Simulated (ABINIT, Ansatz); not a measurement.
# How the form of the self-energy moves the gap of GaN (P6_3mc)

How much does the gap of GaN (P6_3mc) depend on the approximation to the self-energy?

Main program and level: ABINIT 10.8.3; PBE and many-body steps on it, plane waves.

The database entry behind the starting cell differs from later determinations by our own check (about 0.3 % short, ideal inner coordinate), so it need not match the best structure at ambient conditions.

## 1. The structure

It takes space group P6_3mc (No. 186, hexagonal). Conventional cell: a = 3.180 Å, b = 3.180 Å, c = 5.166 Å, α = 90.00°, β = 90.00°, γ = 120.00°. Nearest to Ga lie 4 N at 1.94 to 1.95 Å. N has 4 Ga at 1.94 to 1.95 Å nearest. Farther neighbours and most contacts between anions are not listed.

The cell and positions come from the Crystallography Open Database and are kept as given unless a step says otherwise.

## 2. Empty states on the mesh, 6×6×4 mesh, 324 bands

This step: ABINIT 10.8.3; DFT, PBE, plane waves, norm-conserving pseudopotentials.

The sums over transitions need many empty states on a uniform mesh; this step solves for them.

Contents of run.abi:

```
acell 3*1.0 Angstrom
rprim 
  3.179999999980 0.000000000005 0.000000000000
  -1.589999999994 2.753960784015 0.000000000000
  0.000000000000 0.000000000000 5.166000000000
ntypat 2
znucl 31 7
natom 4
typat 1 1 2 2
xred 
  0.333333333333 0.666666666667 0.000000000000
  0.666666666667 0.333333333333 0.500000000000
  0.333333333333 0.666666666667 0.375000000000
  0.666666666667 0.333333333333 0.875000000000
pp_dirpath "pseudos"
pseudos "Ga.upf, N.upf"
ecut 45
ngkpt 6 6 4
nshiftk 1
shiftk 0 0 0
kptopt 1
chksymbreak 0
irdden 1
istwfk *1
nband 324
prtvol 0
optdriver 6
gwr_task "HDIAGO"
paral_kgb 0
occopt 1
indata_prefix "in"
outdata_prefix "out"
tmpdata_prefix "tmp"
```

Run with:

```bash
$ OMP_NUM_THREADS=1 mpirun -n 4 abinit run.abi > log
```

What it wrote:

```text
.Version 10.8.3 of ABINIT. v10.8.2 released Aug 2026.

 Symmetries : space group P6_3 m c (#186); Bravais hP (primitive hexag.)
[... echo of the input left out ...]
== DATASET  1 ==================================================================
-   mpi_nproc: 4, omp_nthreads: 1 (-1 if OMP is not activated)

--- !DatasetInfo
iteration_state: {dtset: 1, }
dimensions: {natom: 4, nkpt: 21, mband: 324, nsppol: 1, nspinor: 1, nspden: 1, mpw: 4428, }
cutoff_energies: {ecut:  45.0, pawecutdg:  -1.0, }
[...]
Direct band gap semiconductor
 Fundamental gap:     1.995 (eV)
   VBM:     7.035 (eV) at k: [ 0.0000E+00,  0.0000E+00,  0.0000E+00]
   CBM:     9.029 (eV) at k: [ 0.0000E+00,  0.0000E+00,  0.0000E+00]
 Direct gap:         1.995 (eV) at k: [ 0.0000E+00,  0.0000E+00,  0.0000E+00]

== END DATASET(S) ==============================================================
================================================================================

 -outvars: echo values of variables after computation  --------
           etotal      0.0000000000E+00
            nband         324
             nkpt          21
          spgroup         186
 [... the other variables as echoed above ...]

 Calculation completed.
```

Run time: 7.1 min. Hardware: 4 MPI ranks of Intel Xeon Platinum 8259CL at 2.50GHz (Skylake/Cascade Lake), shared host; peak memory 4.5 GiB; 28 min of CPU time.

This step gave:

```
gap                                                           : 1.995 eV
k of the valence top                                          : 0, 0, 0
k of the conduction bottom                                    : 0, 0, 0
least direct gap                                              : 1.995 eV
k points computed                                             : 21
lowest point of the top converged band, above the valence top : 184.4870 eV
```

On this mesh the gap is 1.995 eV.

The density comes from a self-consistent run that is not shown.

## 3. Screening, 6×6×4 mesh, 144 bands, screening to 176.9 eV

The RPA dielectric matrix is built and inverted for each q.

This step: RPA screening on PBE, plane waves, norm-conserving pseudopotentials.

run.abi: that of step 2 with these lines changed.

```diff
@@ -22,10 +22,11 @@
 chksymbreak 0
-irdden 1
 istwfk *1
-nband 324
-prtvol 0
-optdriver 6
-gwr_task "HDIAGO"
-paral_kgb 0
 occopt 1
+irdwfk 1
+optdriver 3
+nband 144
+ecuteps 6.5
+inclvkb 2
+awtr 1
+symchi 1
 indata_prefix "in"
```

What it wrote:

```text
.Version 10.8.3 of ABINIT. v10.8.2 released Aug 2026.

 Symmetries : space group P6_3 m c (#186); Bravais hP (primitive hexag.)
[... echo of the input left out ...]
== DATASET  1 ==================================================================
-   mpi_nproc: 4, omp_nthreads: 1 (-1 if OMP is not activated)

--- !DatasetInfo
iteration_state: {dtset: 1, }
dimensions: {natom: 4, nkpt: 21, mband: 144, nsppol: 1, nspinor: 1, nspden: 1, mpw: 4428, }
cutoff_energies: {ecut:  45.0, pawecutdg:  -1.0, }
electrons: {nelect:   5.20000000E+01, charge:   0.00000000E+00, occopt:   1.00000000E+00, tsmear:   1.00000000E-02, }

 SCREENING: Calculation of the susceptibility and dielectric matrices

 Based on a program developped by R.W. Godby, V. Olevano, G. Onida, and L. Reining.
 Incorporated in ABINIT by V. Olevano, G.-M. Rignanese, and M. Torrent.
.Using double precision arithmetic ; gwpc =  8

[... cell and pseudopotentials left out ...]
--------------------------------------------------------------------------------

 ==== K-mesh for the wavefunctions ====
 Number of points in the irreducible wedge :    21
[... list of points left out ...]
 Together with 12 symmetry operations and time-reversal symmetry
 yields   144 points in the full Brillouin Zone.

 ==== Q-mesh for the screening function ====
 Number of points in the irreducible wedge :    21
[... list of points left out ...]
 Together with 12 symmetry operations and time-reversal symmetry
 yields   144 points in the full Brillouin Zone.

 setmesh: FFT mesh size selected  =    27x   27x   48
          total number of points  =        34992

 vcoul_init : cutoff-mode = AUXILIARY_FUNCTION
 q-points for optical limit:   1
     1)      0.000010    0.000020    0.000030

- screening: taking advantage of time-reversal symmetry
- Maximum band index for partially occupied states nbvw = 26
- Remaining bands to be divided among processors   nbcw = 118
- Number of bands treated by each node ~29

 Number of electrons calculated from density =   52.0000; Expected =   52.0000
 average of density, n =  0.170321
 r_s =    1.1191
 omega_plasma =   39.8097 [eV]

 calculating chi0 at frequencies [eV] :
  1    0.000000E+00    0.000000E+00
  2    0.000000E+00    3.980974E+01

--------------------------------------------------------------------------------
  q-point number  1        q = ( 0.000000, 0.000000, 0.000000) [r.l.u.]
--------------------------------------------------------------------------------
[... chi0 elements left out ...]
 For q-point:  0.000010 0.000020 0.000030
  dielectric constant =   5.7746
  dielectric constant without local fields =   6.2055

  Average fulfillment of the sum rule on Im[epsilon] for q-point    1 :     45.54  [%]
[... wings left out ...]
  q-point number  2        q = ( 0.166667, 0.000000, 0.000000) [r.l.u.]
--------------------------------------------------------------------------------
[... chi0 elements left out ...]
  Average fulfillment of the sum rule on Im[epsilon] for q-point    2 :     53.17  [%]

 [... 19 further q-points ...]
```

It took 24 min on 4 MPI ranks; peak memory 3.2 GiB.

Numbers from this step:

```
ε∞ with local fields, on this mesh, along the program's q direction : 5.775
the same without local fields                                       : 6.205
plasma frequency                                                    : 39.81 eV
plane waves in the screening matrix                                 : 245
```

Local fields lower ε∞ by 7 %.

## 4. G0W0, Godby-Needs plasmon pole

The self-energy is evaluated for the states that the input lists, and the levels follow from it, in one-shot runs by the linearised quasiparticle equation.

This step: G0W0 on PBE, plane waves, norm-conserving pseudopotentials.

run.abi: that of step 3 with these lines changed.

```diff
@@ -25,8 +25,15 @@
 irdwfk 1
-optdriver 3
+optdriver 4
 nband 144
+gwcalctyp 0
+ecutsigx 45
+symsigma 1
+nkptgw 1
+kptgw 
+  0.0000000000 0.0000000000 0.0000000000
+bdgw 
+  25 28
 ecuteps 6.5
-inclvkb 2
-awtr 1
-symchi 1
+irdscr 1
+ppmodel 1
 indata_prefix "in"
```

What it wrote:

```text
.Version 10.8.3 of ABINIT. v10.8.2 released Aug 2026.

 Symmetries : space group P6_3 m c (#186); Bravais hP (primitive hexag.)
[... echo of the input left out ...]
== DATASET  1 ==================================================================
-   mpi_nproc: 4, omp_nthreads: 1 (-1 if OMP is not activated)

--- !DatasetInfo
iteration_state: {dtset: 1, }
dimensions: {natom: 4, nkpt: 21, mband: 144, nsppol: 1, nspinor: 1, nspden: 1, mpw: 4428, }
cutoff_energies: {ecut:  45.0, pawecutdg:  -1.0, }
electrons: {nelect:   5.20000000E+01, charge:   0.00000000E+00, occopt:   1.00000000E+00, tsmear:   1.00000000E-02, }

 SIGMA: Calculation of the GW corrections

 Based on a program developped by R.W. Godby, V. Olevano, G. Onida, and L. Reining.
 Incorporated in ABINIT by V. Olevano, G.-M. Rignanese, and M. Torrent.
.Using double precision arithmetic ; gwpc =  8

[... cell and pseudopotentials left out ...]
--------------------------------------------------------------------------------

 ==== K-mesh for the wavefunctions ====
 Number of points in the irreducible wedge :    21
[... list of points left out ...]
 Together with 12 symmetry operations and time-reversal symmetry
 yields   144 points in the full Brillouin Zone.

 ==== Q-mesh for screening function ====
 Number of points in the irreducible wedge :    21
[... list of points left out ...]
 Together with 12 symmetry operations and time-reversal symmetry
 yields   144 points in the full Brillouin Zone.

 vcoul_init : cutoff-mode = AUXILIARY_FUNCTION
 q-points for optical limit:   1
     1)      0.000010    0.000020    0.000030
 setmesh: FFT mesh size selected  =    32x   32x   60
          total number of points  =        61440

 Number of electrons calculated from density =   52.0000; Expected =   52.0000
 average of density, n =  0.170321
 r_s =    1.1191
 omega_plasma =   39.8097 [eV]

 === KS Band Gaps ===
  >>>> For spin  1
   Minimum direct gap =   1.9947 [eV], located at k-point      :   0.0000  0.0000  0.0000
   Fundamental gap    =   1.9947 [eV], Top of valence bands at :   0.0000  0.0000  0.0000
                                       Bottom of conduction at :   0.0000  0.0000  0.0000
 SIGMA fundamental parameters:
 PLASMON POLE MODEL  1
 number of plane-waves for SigmaX                 4367
 number of plane-waves for SigmaC and W            245
 number of plane-waves for wavefunctions          4367
 number of bands                                   144
 number of independent spin polarizations            1
 number of spinorial components                      1
 number of k-points in IBZ                          21
 number of q-points in IBZ                          21
 number of symmetry operations                      12
 number of k-points in BZ                          144
 number of q-points in BZ                          144
 number of frequencies for dSigma/dE                 9
 frequency step for dSigma/dE [eV]                0.25
 number of omega for Sigma on real axis              0
 max omega for Sigma on real axis  [eV]           0.00
 zcut for avoiding poles [eV]                     0.10

 EPSILON^-1 parameters (SCR file):
 dimension of the eps^-1 matrix on file            245
 dimension of the eps^-1 matrix used               245
 number of plane-waves for wavefunctions          4367
 number of bands                                   144
 number of q-points in IBZ                          21
 number of frequencies                               2
 number of real frequencies                          1
 number of imag frequencies                          1

 matrix elements of self-energy operator (all in [eV])

 Perturbative Calculation

--- !SelfEnergy_ee
iteration_state: {dtset: 1, }
kpoint     : [   0.000,    0.000,    0.000, ]
spin       : 1
KS_gap     :    1.995
QP_gap     :    2.868
Delta_QP_KS:    0.874
data: !SigmaeeData |
     Band     E0 <VxcDFT>   SigX SigC(E0)      Z dSigC/dE  Sig(E)    E-E0       E
       25   7.035 -19.131 -22.605   2.985   0.800  -0.251 -19.521  -0.390   6.644
       26   7.035 -19.131 -22.605   2.985   0.800  -0.251 -19.521  -0.390   6.644
       27   9.029 -14.219 -10.131  -3.502   0.826  -0.211 -13.736   0.483   9.512
       28  11.364 -14.010  -9.023  -4.230   0.836  -0.196 -13.377   0.633  11.997

== END DATASET(S) ==============================================================
================================================================================

 -outvars: echo values of variables after computation  --------
           etotal      0.0000000000E+00
            nband         144
             nkpt          21
          spgroup         186
 [... the other variables as echoed above ...]

 Calculation completed.
```

Wall time 18 s (4 MPI ranks); peak memory 2.5 GiB.

This step gave:

```yaml
g0w0_gap_on_the_points_computed: 2.868 eV
starting_gap_on_the_mesh: 1.995 eV
k_of_the_valence_top: 0, 0, 0
k_of_the_conduction_bottom: 0, 0, 0
z_at_the_valence_top: 0.8
z_at_the_conduction_bottom: 0.826
least_direct_g0w0_gap_on_the_computed_points: 2.868 eV
```

The gap on the mesh goes from 1.99 eV to 2.87 eV, a correction of +0.87 eV.

(Part 1 of 2 ends here.)

[Paths, hosts, dates, memory and timing lines, banners, echoed tables and standing remarks are left out of the program output.]

[Logs are printed without paths, hosts, clocks, repeated set-up lines and the standing remarks that a program may print on its own settings, such as how far it seeks lower states.]

[Runs of the session that timed out or met a known fault of the program may be left out.]

[No measured gap is set beside runs whose start may be inverted or whose files or cutoffs have a known fault.]

[Hosts, paths, dates, database ids (printed as entryN), source tags and the programs' standing remarks are cut or masked in the printed files.]

[G0W0 gaps are taken among the corrected bands and points alone; a level outside them can change the order at an edge.]

[Where Ansatz stands beside ABINIT at settings called matched, ABINIT's density can come from a denser mesh and the files from another edition; pairs whose starting gaps differed by over 0.03 eV were left out, so agreement reads better than it is.]
